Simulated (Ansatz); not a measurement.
# 2H-VSeTe monolayer in a perpendicular field

Wanted: the out-of-plane response of the 2H-VSeTe monolayer. A positive field points along +c.

Calculated with Ansatz 0.2.0; plane-wave DFT, PBE-D3(BJ), Ansatz PAW.

## 1. Set-up

The cell holds 3 atoms: 1 Te, 1 V and 1 Se. Cell: a = 3.465 Å, b = 3.465 Å, c = 38.182 Å, α = 90.0°, β = 90.0°, γ = 120.0°. Vacuum lies along c.

## 2. Relaxing the slab

The starting cell is a guess, so the in-plane lattice and the atoms are relaxed first, with the slab cut off from its images along the normal.

The input, input.yaml:

```yaml
crystal:
  lattice:
    - [3.465, 0.0, 0.0]
    - [-1.7325, 3.0007780241, 0.0]
    - [0.0, 0.0, 38.1820456046]
  atoms:
    - { symbol: Te, position: [0.3333333333, 0.6666666667, 0.4530925393] }
    - { symbol: V, position: [0.0, 0.0, 0.5035363063], spin: 1.0 }
    - { symbol: Se, position: [0.3333333333, 0.6666666667, 0.5469074607] }
  periodic: [true, true, false]
magnetization:
  spin_polarized: true
kpoints:
  mp_grid: { grid: [12, 12, 1] }
hamiltonian:
  xc: pbe
  dispersion: d3bj
scf:
  occupations: { method: fermi_dirac, width: 0.05 }
  convergence: { dr2_threshold: 1.0e-09 }
relax:
  f_tol: 0.004
  max_steps: 90
  cell: {}
output:
  write_potential: true
  write_density: true
  volumetric_format: npy
```

The run is started by

```bash
$ ansatz run input.yaml --threads 2 --pin off --max-ram 3072MiB --backend cpu --events-out ev --progress --plain --runs-dir out
```

Numbers of over 12 decimals in the logs are rounded to 6 here.

The log of the run:

```text
Warning: relax.cell: scf.convergence.dr2_threshold = 1e-9 eV is looser than the 1.62626339157e-10 eV advised for a relaxation that steers and ends on the stress (1e-10 eV for each atom of the cell: 3, times the square of relax.cell.stress_2d_tol = 0.05 N/m over 13.6 Å (the atoms' height at the walk's start and 5 Å past either face), 3.681e-2 GPa, over a crystal's default 0.05). What an SCF threshold leaves in a stress goes as its square root, and in the free energy as the threshold itself, and one threshold admits the most on a small cell: [figures from the program's tests cut] Set scf.convergence.dr2_threshold to 1.62626339157e-10 eV or tighter. [rest of the remark cut]
Engine: ansatz 0.2.0, x86_64-unknown-linux-gnu
Pseudopotentials: kind: paw
Pseudopotential: Te, paw, valence charge 16, recommended cutoff 420 eV (normal), Te.paw.azcp
Pseudopotential: V, paw, valence charge 13, recommended cutoff 420 eV (normal), V.paw.azcp
Pseudopotential: Se, paw, valence charge 16, recommended cutoff 420 eV (normal), Se.paw.azcp
Functional definition: PBE
  parameter kappa = 0.804
  parameter beta = 0.066725
  exchange = pbe_x(kappa = kappa, mu = beta*pi^2/3)
  correlation = pbe_c(beta = beta)
Crystal: 3 atoms, lattice volume = 397.005 Å³
Basis set: ecut = 420 eV, 7729 PW (Γ), exchange–correlation on 48×48×512 points (8 copies of the dense FFT grid, shifted against one another)
Bands: 28, of which v1, the nominal top of the filled ones, is band 23 counted from 1 (22 counted from 0)
Symmetry: 6 space group operations
Space group: P3m1 (ITA 156), of the structure as read, at distance tolerance 7.3e-5 Å
Magnetic group: BNS 156.49 (UNI 1279), of the structure as read, at distance tolerance 7.3e-5 Å
k-points: 19 of 144 (time reversal used)
Non-local potential: Te, projectors of the file, l = 0: 2, l = 1: 2, l = 2: 2, l = 3: 2
Non-local potential: V, projectors of the file, l = 0: 3, l = 1: 2, l = 2: 3, l = 3: 1
Non-local potential: Se, projectors of the file, l = 0: 2, l = 1: 2, l = 2: 3, l = 3: 1
PAW form: soft (Blöchl's): semilocal exchange-correlation on the pseudo side does not see the compensation charge
PAW one-centre angular grid: Te, 590 points (default); XC on 64 Gauss nodes
PAW one-centre angular grid: V, 590 points (default); XC on 64 Gauss nodes
PAW one-centre angular grid: Se, 590 points (default); XC on 64 Gauss nodes
Initial density: superposition of atomic densities (neutral atoms: chi_scale 0, normalization atom)
Starting moments: Σ|m| = 1 μB on 1 of 3 sites
Initial wavefunctions: pseudopotential atomic-orbital guess
Functional: x = pbe(κ = 0.804, μ = 0.219515), c = pbe(β = 0.066725)
SCF iter   1: F=—  HF=-15364.177390 eV  |F-HF|=—  |Δ(HF+E_count)|=         —  Δρ=7.99e-3 (↑7.99e-3 ↓7.46e-3)  dr2=2.35e0  dr2_m=1.62e-2  M=0.928 μB ∫|m|=1.084 μB  β_m=0.30  ethr=3.10e-3  ⟨swp⟩=16.6  Hψ=7481  notcnv=0
Mixer restart at iter 1: flushing history
preconditioner: auto → LDOS  [metal: Δε(μ)=0.088 eV  Ē_g=7.133 eV  σ=0.050 eV  W_gap=0.41  n_scr=22 (ndim 8)  ℏωp=7.7 eV  f_vac=0.794  D(μ)=1.34/eV (n_scr^D=8)]
spin=Collinear: LDOS preconditioning applied to the charge; magnetization (m = ρ↑ − ρ↓) channel mixes plain (no charge-response kernel on spin).
SCF iter   2: F=—  HF=-15363.742822 eV  |F-HF|=—  |Δ(HF+E_count)|=   4.35e-1  Δρ=4.60e-3 (↑4.00e-3 ↓4.60e-3)  dr2=2.45e-1  dr2_m=9.16e-3  M=0.938 μB ∫|m|=1.140 μB  β_m=0.37  ethr=3.10e-3  ⟨swp⟩=3.7  Hψ=2059  notcnv=0  defer=23
SCF iter   3: F=—  HF=-15363.729783 eV  |F-HF|=—  |Δ(HF+E_count)|=         —  Δρ=3.09e-3 (↑1.99e-3 ↓3.09e-3)  dr2=4.48e-2  dr2_m=1.08e-2  M=0.988 μB ∫|m|=1.278 μB  β_m=0.37  ethr=5.44e-4  ⟨swp⟩=3.2  Hψ=1971  notcnv=0  defer=23
SCF iter   4: F=—  HF=-15363.752424 eV  |F-HF|=—  |Δ(HF+E_count)|=   2.26e-2  Δρ=2.10e-3 (↑1.57e-3 ↓2.10e-3)  dr2=1.34e-2  dr2_m=7.55e-3  M=0.995 μB ∫|m|=1.329 μB  β_m=0.68  ethr=9.97e-5  ⟨swp⟩=2.3  Hψ=1645  notcnv=0  defer=23
SCF iter   5: F=—  HF=-15363.782249 eV  |F-HF|=—  |Δ(HF+E_count)|=         —  Δρ=6.54e-4 (↑2.75e-4 ↓6.54e-4)  dr2=7.18e-3  dr2_m=3.20e-4  M=0.999 μB ∫|m|=1.435 μB  β_m=0.68  ethr=2.98e-5  ⟨swp⟩=3.3  Hψ=2582  notcnv=0  defer=23
SCF iter   6: F=—  HF=-15363.782093 eV  |F-HF|=—  |Δ(HF+E_count)|=   1.55e-4  Δρ=5.79e-4 (↑5.79e-4 ↓1.46e-4)  dr2=3.17e-3  dr2_m=2.53e-4  M=0.999 μB ∫|m|=1.458 μB  β_m=0.56  ethr=1.60e-5  ⟨swp⟩=3.4  Hψ=2297  notcnv=0  defer=23
SCF iter   7: F=—  HF=-15363.781725 eV  |F-HF|=—  |Δ(HF+E_count)|=   3.68e-4  Δρ=1.40e-4 (↑1.40e-4 ↓1.22e-4)  dr2=9.97e-5  dr2_m=5.68e-5  M=0.999 μB ∫|m|=1.458 μB  β_m=0.70  ethr=7.05e-6  ⟨swp⟩=3.3  Hψ=1948  notcnv=0  defer=22
SCF iter   8: F=—  HF=-15363.781744 eV  |F-HF|=—  |Δ(HF+E_count)|=   1.87e-5  Δρ=3.46e-5 (↑3.46e-5 ↓3.35e-5)  dr2=6.55e-5  dr2_m=2.65e-6  M=0.999 μB ∫|m|=1.463 μB  β_m=0.59  ethr=2.21e-7  ⟨swp⟩=3.5  Hψ=2041  notcnv=0  defer=22
SCF iter   9: F=—  HF=-15363.781744 eV  |F-HF|=—  |Δ(HF+E_count)|=   6.26e-8  Δρ=1.42e-5 (↑8.98e-6 ↓1.42e-5)  dr2=1.32e-6  dr2_m=3.00e-7  M=0.999 μB ∫|m|=1.465 μB  β_m=0.64  ethr=1.46e-7  ⟨swp⟩=2.7  Hψ=1388  notcnv=0  defer=22
SCF iter  10: F=—  HF=-15363.781747 eV  |F-HF|=—  |Δ(HF+E_count)|=   2.89e-6  Δρ=4.70e-6 (↑3.15e-6 ↓4.70e-6)  dr2=3.10e-7  dr2_m=3.45e-8  M=0.999 μB ∫|m|=1.465 μB  β_m=0.61  ethr=2.94e-9  ⟨swp⟩=4.4  Hψ=2394  notcnv=0  defer=22
SCF iter  11: F=—  HF=-15363.781747 eV  |F-HF|=—  |Δ(HF+E_count)|=   2.75e-7  Δρ=1.66e-6 (↑1.14e-6 ↓1.66e-6)  dr2=5.30e-8  dr2_m=3.13e-9  M=0.999 μB ∫|m|=1.465 μB  β_m=0.65  ethr=6.89e-10  ⟨swp⟩=2.9  Hψ=1721  notcnv=0  defer=22
SCF iter  12: F=—  HF=-15363.781747 eV  |F-HF|=—  |Δ(HF+E_count)|=   2.78e-8  Δρ=8.01e-7 (↑8.01e-7 ↓5.60e-7)  dr2=7.34e-9  dr2_m=1.09e-9  M=0.999 μB ∫|m|=1.466 μB  β_m=0.58  ethr=1.18e-10  ⟨swp⟩=3.2  Hψ=2043  notcnv=0  defer=22
SCF iter  13: F=—  HF=-15363.781747 eV  |F-HF|=—  |Δ(HF+E_count)|=  7.20e-10  Δρ=2.11e-7 (↑2.11e-7 ↓1.87e-7)  dr2=7.93e-10  dr2_m=1.09e-10  M=0.999 μB ∫|m|=1.466 μB  β_m=0.63  ethr=1.63e-11  ⟨swp⟩=3.3  Hψ=1983  notcnv=0  defer=22
SCF iter  14: F=-15363.781747 eV  HF=-15363.781747 eV  |F-HF|=1.36e-9  |Δ(HF+E_count)|=   2.92e-9  Δρ=9.52e-8 (↑9.52e-8 ↓6.91e-8)  dr2=5.01e-11  dr2_m=1.62e-11  M=0.999 μB ∫|m|=1.466 μB  ethr=1.76e-12  ⟨swp⟩=8.3  Hψ=6980  notcnv=0
SCF 1 converged in 14 iterations: F = -15363.781747 eV  dr2 = 5.01e-11
  greatest PAW one-centre occupation: 1.000 electrons in one spin orbital (limit 2), on the Se atom at site 2 (counted from 0), in its partial waves of l = 2
[...]
SCF 3 converged in 12 iterations: F = -15363.981504 eV  dr2 = 1.90e-10
relax step   3: F+E_penalty+E_count = -15363.98150400 eV  Δ(F+E_penalty+E_count) = -4.913e-2 eV  max|allowed force component| = 8.487e-2 eV/Å  Δτ_max = 0.0772 Å  P = -0.407 N/m  Ω = 389.507 Å³  energy of the carried Pulay correction = +2.280e-4 eV  fix = [c, alpha, beta]  reactions: c -0.000 N/m  (12 SCF iters, accepted)
[...]
relax step   4: F+E_penalty+E_count = -15363.98254634 eV  Δ(F+E_penalty+E_count) = -1.042e-3 eV  max|allowed force component| = 1.450e-2 eV/Å  Δτ_max = 0.0045 Å  P = -0.078 N/m  Ω = 387.850 Å³  energy of the carried Pulay correction = +2.790e-4 eV  fix = [c, alpha, beta]  reactions: c -0.000 N/m  (10 SCF iters, accepted)
[...]
relax step   5: F+E_penalty+E_count = -15363.98259869 eV  Δ(F+E_penalty+E_count) = -5.234e-5 eV  max|allowed force component| = 6.686e-3 eV/Å  Δτ_max = 0.0004 Å  P = -0.006 N/m  Ω = 387.380 Å³  energy of the carried Pulay correction = +2.935e-4 eV  fix = [c, alpha, beta]  reactions: c -0.000 N/m  (8 SCF iters, accepted)
[...]
relax step   6: F+E_penalty+E_count = -15363.98260246 eV  Δ(F+E_penalty+E_count) = -3.779e-6 eV  max|allowed force component| = 2.161e-4 eV/Å  Δτ_max = 0.0003 Å  P = -0.000 N/m  Ω = 387.319 Å³  energy of the carried Pulay correction = +2.953e-4 eV  fix = [c, alpha, beta]  reactions: c -0.000 N/m  (5 SCF iters, accepted)
Initial wavefunctions: pseudopotential atomic-orbital guess (no wavefunctions were taken with the density)
iter 1 solved again at ethr=1.28e-7 eV; its pass at ethr=3.10e-3 eV (dr2=5.77e-5 eV) is discarded
SCF iter   1: F=—  HF=-15363.982289 eV  |F-HF|=—  |Δ(HF+E_count)|=         —  Δρ=6.61e-6 (↑6.12e-6 ↓6.61e-6)  dr2=2.60e-7  dr2_m=2.58e-9  M=0.963 μB ∫|m|=1.239 μB  β_m=0.65  ethr=1.28e-7  ⟨swp⟩=7.0  Hψ=12292  notcnv=0
preconditioner: auto → LDOS  [metal: Δε(μ)=0.084 eV  Ē_g=7.183 eV  σ=0.050 eV  W_gap=0.39  n_scr=18 (ndim 8)  ℏωp=7.8 eV  f_vac=0.804  D(μ)=0.68/eV (n_scr^D=6)]
spin=Collinear: LDOS preconditioning applied to the charge; magnetization (m = ρ↑ − ρ↓) channel mixes plain (no charge-response kernel on spin).
SCF iter   2: F=—  HF=-15363.982283 eV  |F-HF|=—  |Δ(HF+E_count)|=   6.22e-6  Δρ=2.73e-6 (↑2.59e-6 ↓2.73e-6)  dr2=3.70e-7  dr2_m=4.05e-10  M=0.963 μB ∫|m|=1.239 μB  β_m=0.48  ethr=5.78e-10  ⟨swp⟩=3.9  Hψ=2622  notcnv=0
SCF iter   3: F=—  HF=-15363.982283 eV  |F-HF|=—  |Δ(HF+E_count)|=   3.19e-8  Δρ=2.23e-6 (↑2.23e-6 ↓2.07e-6)  dr2=3.65e-7  dr2_m=3.87e-10  M=0.963 μB ∫|m|=1.239 μB  β_m=0.38  ethr=5.78e-10  ⟨swp⟩=3.2  Hψ=1629  notcnv=0
SCF iter   4: F=—  HF=-15363.982283 eV  |F-HF|=—  |Δ(HF+E_count)|=   1.61e-8  Δρ=8.61e-7 (↑7.79e-7 ↓8.61e-7)  dr2=6.54e-9  dr2_m=1.66e-10  M=0.963 μB ∫|m|=1.239 μB  β_m=0.46  ethr=5.78e-10  ⟨swp⟩=2.2  Hψ=1262  notcnv=0
SCF iter   5: F=—  HF=-15363.982283 eV  |F-HF|=—  |Δ(HF+E_count)|=   2.61e-8  Δρ=3.71e-7 (↑3.37e-7 ↓3.71e-7)  dr2=2.19e-9  dr2_m=6.06e-11  M=0.963 μB ∫|m|=1.239 μB  β_m=0.45  ethr=1.45e-11  ⟨swp⟩=3.2  Hψ=2200  notcnv=0
SCF iter   6: F=—  HF=-15363.982283 eV  |F-HF|=—  |Δ(HF+E_count)|=   8.47e-9  Δρ=1.97e-7 (↑1.82e-7 ↓1.97e-7)  dr2=1.18e-10  dr2_m=4.74e-11  M=0.963 μB ∫|m|=1.239 μB  β_m=0.55  ethr=4.87e-12  ⟨swp⟩=3.1  Hψ=1777  notcnv=0
SCF iter   7: F=-15363.982283 eV  HF=-15363.982283 eV  |F-HF|=5.53e-10  |Δ(HF+E_count)|=   6.52e-9  Δρ=1.58e-7 (↑1.58e-7 ↓7.33e-8)  dr2=2.98e-10  dr2_m=8.08e-12  M=0.963 μB ∫|m|=1.239 μB  ethr=1.00e-12  ⟨swp⟩=11.8  Hψ=7833  notcnv=0
SCF 7 converged in 7 iterations: F = -15363.982283 eV  dr2 = 2.98e-10
relax step   7: F+E_penalty+E_count = -15363.98228313 eV  Δ(F+E_penalty+E_count) = +3.193e-4 eV  max|allowed force component| = 2.988e-4 eV/Å  Δτ_max = 0.0000 Å  P = +0.002 N/m  Ω = 387.319 Å³  fix = [c, alpha, beta]  reactions: c +0.000 N/m  stress off target by 1.95e-3 N/m on what of the cell is left free  SCF on the basis re-selected at this cell (its energy is not comparable with the rows above)  (7 SCF iters)
basis re-selected at this cell: Δ(F+E_penalty+E_count) = +3.193e-4 eV, ΔP = +0.002 N/m vs the last step (what re-selecting the basis moved, of the pressure what is left beyond the Pulay correction that the steps carried, after the strain that the cell walked since its last selection, with what the two solves' SCF thresholds leave and, on support functions, any second-order correction that the steps lacked; it is no m [...]
WARN: The output density's exchange-correlation potential varies sharply where the density is thin. Do not read a vacuum level from v_tot or v_xc, or from such a field of the output density. On a cell that repeats whose density bears no net charge and no dipole along the vacuum's axis use v_es (v_loc + v_h of the components); under efield.dipole_correction with no amplitude use v_es + v_field, which holds any externa [...]
SCF converged after 7 iterations
Magnetization: 0.9634 μB (22.9817 up, 22.0183 down)
Absolute magnetization: 1.2390 μB (∫|ρ↑−ρ↓|, with the PAW one-centre terms)
Spin contamination: 0.0319 ħ² per cell (⟨S²⟩ above its minimum at these occupations)
Per-site moments (μB) at R_I (Å): [(-0.054950, 1.115281), (0.853150, 1.023872), (-0.018279, 1.023872)]
Free energy (F): -15363.982283 eV
Harris-Foulkes:  -15363.982283 eV  (|F-HF|=5.53e-10)
Internal energy: -15363.976289 eV  (E = F + TS)
E sigma→0 (E₀):  -15363.979286 eV
Entropy (-TS):   -0.005994 eV (-1.998 meV/atom)
Fermi energy:    -5.038214 eV
--- Per-component energies (eV) ---
  E_band       = -1502.375828
  E_kinetic    = 636.303765
  E_local      = -145881.209623  (includes V_loc(G=0)·N_el)
  E_nonlocal   = -950.445739
  E_hartree    = 72710.521794
  E_xc         = -359.345288
  E_vxc        = -368.181201  (∫ρ·V_xc dr)
  E_paw        = -7687.156708  (= ΣΔE_a)
  E_vpaw       = -359.884405  (= ΣTr[D̂ρ^β])
  E_aug_tail   = -0.000481  (compensation charges beyond the density's cutoff)
  E_ewald      = 66168.399724
  E_disp       = -1.043733  (pairwise vdW)
  E_smearing   = -0.005994  (= −TS)
  E_closure    = 0.000000  (closes the sum)
  Σ components = -15363.982283   (vs F -15363.982283, Δ=0.00e0)
--- Forces (eV/Å), atoms counted from 1 ---
  atom   1  Te     0.00000000     0.00000000    -0.00002217
  atom   2  V      0.00000000     0.00000000    -0.00027580
  atom   3  Se     0.00000000     0.00000000     0.00029924
  max |Σ_I F_I| component: 1.26e-6 eV/Å
--- 2D stress c σ (N/m, compression-positive) ---
        0.001954      -0.000000       0.000000
        0.000000       0.001954       0.000000
        0.000000       0.000000       0.000000
  P = ½ c Tr σ = 0.0020 N/m
--- Band table (eV; the first three rows and the last of 38) ---
  k-point 0 ↑: bands = [... 19 lower, -6.8500, -5.6192, -5.6192, -5.0772, -2.5361, -2.5361, -1.7673, -1.7673, ... 1 higher]
  k-point 1 ↑: bands = [... 19 lower, -6.8231, -5.7296, -5.6985, -5.0933, -2.8442, -2.5815, -2.3844, -1.8933, ... 1 higher]
  k-point 2 ↑: bands = [... 19 lower, -6.7793, -6.0887, -5.8572, -5.2305, -3.4450, -3.1474, -2.8587, -2.0267, ... 1 higher]
  k-point 18 ↓: bands = [... 19 lower, -8.1667, -7.9973, -6.2481, -4.3695, -3.4139, -2.9899, -2.5843, -1.6314, ... 1 higher]
  the weakly bound empty levels are not read free of the cell's end (no_gap_told)
--- Relaxed structure (6 steps of the walk, 6 accepted, 1 SCFs on fresh bases) ---
  F+E_penalty+E_count = -15363.98228313 eV   max|allowed force component| = 2.988e-4 eV/Å   (the final SCF, on the basis selected at the relaxed cell)
  cell:  # Å, volume = 387.3190 Å³
    - [3.422469, 0, 0]
    - [-1.711234, 2.963945, 0]
    - [0, 0, 38.1820456046]
  atoms:
    - { symbol: Te, position: [0.333333, 0.666667, 0.455843] }
    - { symbol: V, position: [6.719915131486945e-19, -2.848249528562987e-17, 0.504176] }
    - { symbol: Se, position: [0.333333, 0.666667, 0.543517] }
```

It took 1.8 min on 2 threads of Intel Xeon Platinum 8488C (Sapphire Rapids), shared host; peak memory 0.89 GiB; 3.6 min of CPU time.

The steps of the relaxation:

```
step  energy less that of the first step (eV)  largest force component (eV/Å)  volume (Å³)
   1                                   0.0000                          1.6087       397.01
   2                                  -0.1506                          0.8712       394.98
   3                                  -0.1998                          0.0849       389.51
   4                                  -0.2008                          0.0145       387.85
   5                                  -0.2009                          0.0067       387.38
   6                                  -0.2009                          0.0002       387.32
  7*                                  -0.2005                          0.0003       387.32
```

Relaxation steps marked * repeat the geometry before them on a plane-wave basis chosen anew for their cell, so energy and pressure can jump there.

Forces are held to the 6 operations that the run works with; a distortion that breaks them can't arise in this run.

```
cell as run  before  after  change
      a (Å)   3.465  3.422  -1.2 %
      b (Å)   3.465  3.422  -1.2 %
```

The atoms that moved most (Å, along periodic axes as changes of fractional coordinates times the final cell, across vacuum about the mean position):

```
atom     dx     dy      dz  length
 Se3  0.000  0.000  -0.129   0.129
 Te1  0.000  0.000   0.105   0.105
  V2  0.000  0.000   0.024   0.024
```

Final coordinates:

```xyz
3
Lattice="3.4225 0.0000 0.0000 -1.7112 2.9639 0.0000 0.0000 0.0000 38.1820" Properties=species:S:1:pos:R:3
Te    0.0000    1.9760   17.4050
V     0.0000    0.0000   19.2505
Se    0.0000    1.9760   20.7526
```

Numbers from this step:

| Item | Value |
| --- | --- |
| energy at zero smearing | -15363.9793 eV |
| total moment | 0.9634 μB |
| site moments | -0.05495, 0.8532, -0.01828 μB |

Site moment by atom:

```
atom  site moment (μB)
 Te1            -0.055
  V2             0.853
 Se3            -0.018
```

The lattice constant a goes from 3.465 to 3.422 Å.

[end of part 1 of 3]

[Logs are printed without paths, hosts, clocks, repeated set-up lines and the standing remarks that a program may print on its own settings, such as how far it seeks lower states.]

[Hosts, paths, dates, database ids (printed as entryN), source tags and the programs' standing remarks are cut or masked in the printed files.]

[Maps of the electrostatic potential energy from Ansatz leave out the sawtooth potential of an applied field or a dipole correction, so their vacuum need not be flat; planar profiles and work functions include it.]
